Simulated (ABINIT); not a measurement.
# LiHF2 (R-3m): a self-consistent loop beyond G0W0, cycle by cycle, part 5 of 5

Aim: iterate the self-energy on LiHF2 (R-3m) and follow the gap from cycle to cycle.

ABINIT 10.8.3; LDA and many-body steps on it, plane waves. Known limits of the many-body steps: not at the basis limit.

So far. Step 26 (QSGW, cycle 8): Against the cycle before, the gap moves by −0.016 eV.

## (28) Screening, 4×4×4 mesh, 22 bands, screening to 87.1 eV

This step: RPA screening on LDA from quasiparticle energies and orbitals, plane waves, norm-conserving pseudopotentials.

File run.abi:

```
acell 3*1.0 Angstrom
rprim 
  1.466983587415 0.846963369091 4.366688724100
  -1.466983587415 0.846963369091 4.366688724100
  0.000000000000 -1.693926738182 4.366688724100
ntypat 3
znucl 3 1 9
natom 4
typat 1 2 3 3
xred 
  0.000000000000 0.000000000000 0.000000000000
  0.500000000000 0.500000000000 0.500000000000
  0.413301880000 0.413301880000 0.413301880000
  0.586698120000 0.586698120000 0.586698120000
pp_dirpath "pseudos"
pseudos "Li.upf, H.upf, F.upf"
ecut 36
ngkpt 4 4 4
nshiftk 1
shiftk 0 0 0
kptopt 1
chksymbreak 0
istwfk *1
occopt 1
irdwfk 1
optdriver 3
nband 22
ecuteps 3.2
inclvkb 2
awtr 1
symchi 1
irdqps 1
gwcalctyp 28
nqptdm 12
qptdm 
  0.2500000000 0.0000000000 0.0000000000
  0.5000000000 0.0000000000 0.0000000000
  0.2500000000 0.2500000000 0.0000000000
  0.5000000000 0.2500000000 0.0000000000
  -0.2500000000 0.2500000000 0.0000000000
  0.5000000000 0.5000000000 0.0000000000
  0.2500000000 0.2500000000 0.2500000000
  0.5000000000 0.2500000000 0.2500000000
  -0.2500000000 0.2500000000 0.2500000000
  0.5000000000 0.5000000000 0.2500000000
  -0.2500000000 0.5000000000 0.2500000000
  0.5000000000 0.5000000000 0.5000000000
indata_prefix "in"
outdata_prefix "out"
tmpdata_prefix "tmp"
```

File mrgscr.stdin:

```
2
merged
q0_SCR
out_SCR
1
```

Run with:

```console
OMP_NUM_THREADS=1 mpirun -n 4 abinit run.abi > log; mrgscr < mrgscr.stdin
```

Numbers of over 12 decimals in the logs are rounded to 6 here.

The log of the run:

```text
.Version 10.8.3 of ABINIT. v10.8.2 released Aug 2026.

 Symmetries : space group R-3 m (#166); Bravais hR (rhombohedral)
[... echo of the input left out ...]
== DATASET  1 ==================================================================
-   mpi_nproc: 4, omp_nthreads: 1 (-1 if OMP is not activated)

--- !DatasetInfo
iteration_state: {dtset: 1, }
dimensions: {natom: 4, nkpt: 13, mband: 22, nsppol: 1, nspinor: 1, nspden: 1, mpw: 2290, }
cutoff_energies: {ecut:  36.0, pawecutdg:  -1.0, }
[...]
q-point number  1        q = ( 0.250000, 0.000000, 0.000000) [r.l.u.]
--------------------------------------------------------------------------------
[... chi0 elements left out ...]
  Average fulfillment of the sum rule on Im[epsilon] for q-point    2 :     40.78  [%]

--------------------------------------------------------------------------------
  q-point number  2        q = ( 0.500000, 0.000000, 0.000000) [r.l.u.]
--------------------------------------------------------------------------------
[... chi0 elements left out ...]
  Average fulfillment of the sum rule on Im[epsilon] for q-point    3 :     31.24  [%]

 [... 10 further q-points ...]
```

Wall time 8.3 s (4 MPI ranks of Arm Neoverse V1, shared host); peak memory 0.62 GiB; 33 s of CPU time.

This step gave:

- plasma frequency: 27.61 eV
- plane waves in the screening matrix: 61

This screening reads the quasiparticle levels of the cycle before.

## (29) QSGW, cycle 9

This step: QSGW on LDA, plane waves, norm-conserving pseudopotentials.

Edit run.abi of step 28 so:

```diff
@@ -25,12 +25,10 @@
 irdwfk 1
-optdriver 3
+optdriver 4
 nband 22
-ecuteps 3.2
-inclvkb 2
-awtr 1
-symchi 1
-irdqps 1
 gwcalctyp 28
-nqptdm 12
-qptdm 
+ecutsigx 36
+symsigma 0
+nkptgw 13
+kptgw 
+  0.0000000000 0.0000000000 0.0000000000
   0.2500000000 0.0000000000 0.0000000000
@@ -47,2 +45,21 @@
   0.5000000000 0.5000000000 0.5000000000
+bdgw 
+  1 15
+  1 15
+  1 15
+  1 15
+  1 15
+  1 15
+  1 15
+  1 15
+  1 15
+  1 15
+  1 15
+  1 15
+  1 15
+ecuteps 3.2
+irdscr 1
+ppmodel 1
+irdqps 1
+rhoqpmix 0.3
 indata_prefix "in"
```

Run with:

```console
OMP_NUM_THREADS=1 mpirun -n 4 abinit run.abi > log
```

The log of the run:

```text
.Version 10.8.3 of ABINIT. v10.8.2 released Aug 2026.

 Symmetries : space group R-3 m (#166); Bravais hR (rhombohedral)
[... echo of the input left out ...]
== DATASET  1 ==================================================================
-   mpi_nproc: 4, omp_nthreads: 1 (-1 if OMP is not activated)

--- !DatasetInfo
iteration_state: {dtset: 1, }
dimensions: {natom: 4, nkpt: 13, mband: 22, nsppol: 1, nspinor: 1, nspden: 1, mpw: 2290, }
cutoff_energies: {ecut:  36.0, pawecutdg:  -1.0, }
[...]
.  kptgw no:  3; Maximum DeltaE = (   0.004   0.040) for band index:  3
[...]
.  kptgw no: 12; Maximum DeltaE = (   0.008   0.035) for band index:  1
.  kptgw no: 13; Maximum DeltaE = (   0.006   0.043) for band index:  1

== END DATASET(S) ==============================================================
================================================================================

 -outvars: echo values of variables after computation  --------
           etotal      0.0000000000E+00
            nband          22
             nkpt          13
          spgroup         166
 [... the other variables as echoed above ...]

 Calculation completed.
```

The job ended after 82 s (4 MPI ranks; peak memory 1.9 GiB).

Numbers from this step:

- quasiparticle gap on the mesh: 15.09 eV
- gap of the density functional on the mesh: 8.102 eV
- k of the valence top: 0, 0, 0
- k of the conduction bottom: 0, 0, 0
- least direct quasiparticle gap on the computed points: 15.09 eV

Against the cycle before, the gap moves by +0.000 eV.

## (30) The runs together

Times are wall times on 4 MPI ranks of Arm Neoverse V1, shared host, good to a factor of about two. A run's time includes the screening step that it read.

```csv
run,mesh,bands,screening cutoff (eV),DFT gap (eV),gap on the mesh (eV),direct (eV),ε∞ used,time
G0W0,4×4×4,22,87.1,8.102,13.267,13.506,1.87,12 s
"QSGW, cycle 1",4×4×4,22,87.1,8.102,14.089,14.192,1.87,88 s
"QSGW, cycle 2",4×4×4,22,87.1,8.102,15.247,15.254,1.63,90 s
"QSGW, cycle 3",4×4×4,22,87.1,8.102,15.435,15.439,1.60,92 s
"QSGW, cycle 4",4×4×4,22,87.1,8.102,15.361,15.363,1.60,91 s
"QSGW, cycle 5",4×4×4,22,87.1,8.102,15.246,15.246,1.60,91 s
"QSGW, cycle 6",4×4×4,22,87.1,8.102,15.157,15.157,1.60,92 s
"QSGW, cycle 7",4×4×4,22,87.1,8.102,15.110,15.110,1.60,92 s
"QSGW, cycle 8",4×4×4,22,87.1,8.102,15.094,15.094,1.60,91 s
"QSGW, cycle 9",4×4×4,22,87.1,8.102,15.094,15.094,1.60,93 s
```

## (31) Results

| Item | Value |
| --- | --- |
| G0W0 | 13.267 eV |
| QSGW, cycle 1 | 14.089 eV |
| QSGW, cycle 2 | 15.247 eV |
| QSGW, cycle 3 | 15.435 eV |
| QSGW, cycle 4 | 15.361 eV |
| QSGW, cycle 5 | 15.246 eV |
| QSGW, cycle 6 | 15.157 eV |
| QSGW, cycle 7 | 15.110 eV |
| QSGW, cycle 8 | 15.094 eV |
| QSGW, cycle 9 | 15.094 eV |
| known limits | not at the basis limit |

Only the bands that the input lists are updated; the others, empty or deep, keep the functional's energies or take a rigid shift. QSGW ends at 15.09 eV, +1.83 eV from G0W0, after 9 cycles that took 14 min beside the first screening; the last moved the gap by 0.000 eV. Bands and cutoff are finite, so the gap is not at the basis limit. The miss can reach some tenths of an eV and take either sign; the mesh is an error of its own. In the updated screening the q = 0 part is built from Kohn-Sham bands under a rigid shift, the other q from the quasiparticle levels.

[Paths, hosts, dates, memory and timing lines, banners, echoed tables and standing remarks are left out of the program output.]

[Logs are printed without paths, hosts, clocks, repeated set-up lines and the standing remarks that a program may print on its own settings, such as how far it seeks lower states.]

[Runs of the session that timed out or met a known fault of the program may be left out.]

[Hosts, paths, dates, database ids (printed as entryN), source tags and the programs' standing remarks are cut or masked in the printed files.]

[G0W0 gaps are taken among the corrected bands and points alone; a level outside them can change the order at an edge.]

[Where Ansatz stands beside ABINIT at settings called matched, ABINIT's density can come from a denser mesh and the files from another edition; pairs whose starting gaps differed by over 0.03 eV were left out, so agreement reads better than it is.]
